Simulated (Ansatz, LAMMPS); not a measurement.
# What went wrong? glassy 69CaO-31Al2O3 (mol %) (141 atoms)

Program: Ansatz 0.2.0. The cell: 33 Ca, 30 Al and 78 O.

input.yaml reads:

```yaml
crystal:
  lattice:
    - [12.02553, 0.0, 0.0]
    - [0.0, 12.02553, 0.0]
    - [0.0, 0.0, 12.02553]
  atoms:
    - { symbol: Ca, position: [0.7158, 0.25035, 0.61677] }
    - { symbol: Ca, position: [0.12267, 0.75924, 0.55659] }
    - { symbol: Ca, position: [0.18273, 0.05459, 0.7558] }
    - { symbol: Ca, position: [0.70229, 0.4699, 0.36372] }
    - { symbol: Ca, position: [0.00735, 0.9798, 0.61302] }
    - { symbol: Ca, position: [0.94068, 0.21002, 0.5202] }
    - { symbol: Ca, position: [0.86412, 0.28198, 0.27742] }
    - { symbol: Ca, position: [0.50939, 0.99899, 0.39271] }
    - { symbol: Ca, position: [0.24479, 0.8935, 0.09111] }
    - { symbol: Ca, position: [0.46271, 0.16088, 0.63772] }
    - { symbol: Ca, position: [0.48538, 0.20519, 0.05677] }
    - { symbol: Ca, position: [0.42745, 0.70551, 0.17073] }
    - { symbol: Ca, position: [0.66458, 0.07928, 0.9343] }
    - { symbol: Ca, position: [0.09286, 0.29889, 0.72868] }
    - { symbol: Ca, position: [0.52355, 0.74096, 0.92904] }
    - { symbol: Ca, position: [0.82752, 0.75284, 0.39236] }
    - { symbol: Ca, position: [0.55647, 0.3367, 0.84069] }
    - { symbol: Ca, position: [0.01302, 0.38834, 0.00518] }
    [... 117 atom lines left out ...]
    - { symbol: O, position: [0.77194, 0.29718, 0.44127] }
    - { symbol: O, position: [0.85399, 0.03613, 0.4957] }
    - { symbol: O, position: [0.11306, 0.77526, 0.96546] }
    - { symbol: O, position: [0.40608, 0.62836, 0.35918] }
    - { symbol: O, position: [0.15402, 0.64218, 0.78995] }
    - { symbol: O, position: [0.74975, 0.44115, 0.81151] }
kpoints:
  mp_grid: { grid: [1, 1, 1] }
hamiltonian:
  xc: pbe
scf:
  occupations: { method: gaussian, width: 0.05 }
  eigensolver: { kind: { support_functions: { accuracy: medium, radius: 3.05 } } }
  max_iter: 150
output:
  forces: true
  eigenvalues: true
```

Run with:

```console
ansatz run input.yaml --threads 8 --pin off --max-ram 15872MiB --backend cpu --events-out ev --progress --plain --runs-dir out
```

What it wrote:

```text
Warning: scf.eigensolver.kind.support_functions: disabling space-group detection — the functions' gradient is summed over unrotated k-points, so no spatial operation reduces the k-mesh or symmetrises the density; time reversal is kept, so that k and −k are solved as one point where they differ and the mesh holds both, and exact exchange and, on two spinor components, a DFT+U term hold to it where the run has them: [...]
Warning: basis.ecutwfc = 464 eV, auto-derived: no grid that the accuracy of the support functions lays serves the files at the lower one that their records recommend; a deck with other species or settings can derive another value
settings of this run that can trade accuracy for cost: scf.eigensolver.kind.support_functions [...]
Engine: ansatz 0.2.0, aarch64-unknown-linux-gnu
Pseudopotentials: kind: paw
Pseudopotential: Ca, paw, valence charge 10, recommended cutoff 420 eV (normal), Ca.paw.azcp
Pseudopotential: Al, paw, valence charge 3, recommended cutoff 420 eV (normal), Al.paw.azcp
Pseudopotential: O, paw, valence charge 6, recommended cutoff 420 eV (normal), O.paw.azcp
[... 5 lines on functional and potentials left out ...]
Error: SCF: the radius of support functions is under 3.41 Å, the least for these sites at the functions' level (scf.eigensolver.kind.support_functions.accuracy). Use scf.eigensolver.kind: auto, or type scf.eigensolver.kind.support_functions.radius at least as long, [...]
```

It took 5 s on 8 threads of Arm Neoverse N1, shared host; peak memory 0.35 GiB; 24 s of CPU time.

What is at fault here, and what would mend it?

A radius under the least that the level allows: support_functions.radius = 3.05.

The fix is to use a longer radius.

The run ended with an error.

[Logs are printed without paths, hosts, clocks, repeated set-up lines and the standing remarks that a program may print on its own settings, such as how far it seeks lower states.]

[Hosts, paths, dates, database ids (printed as entryN), source tags and the programs' standing remarks are cut or masked in the printed files.]
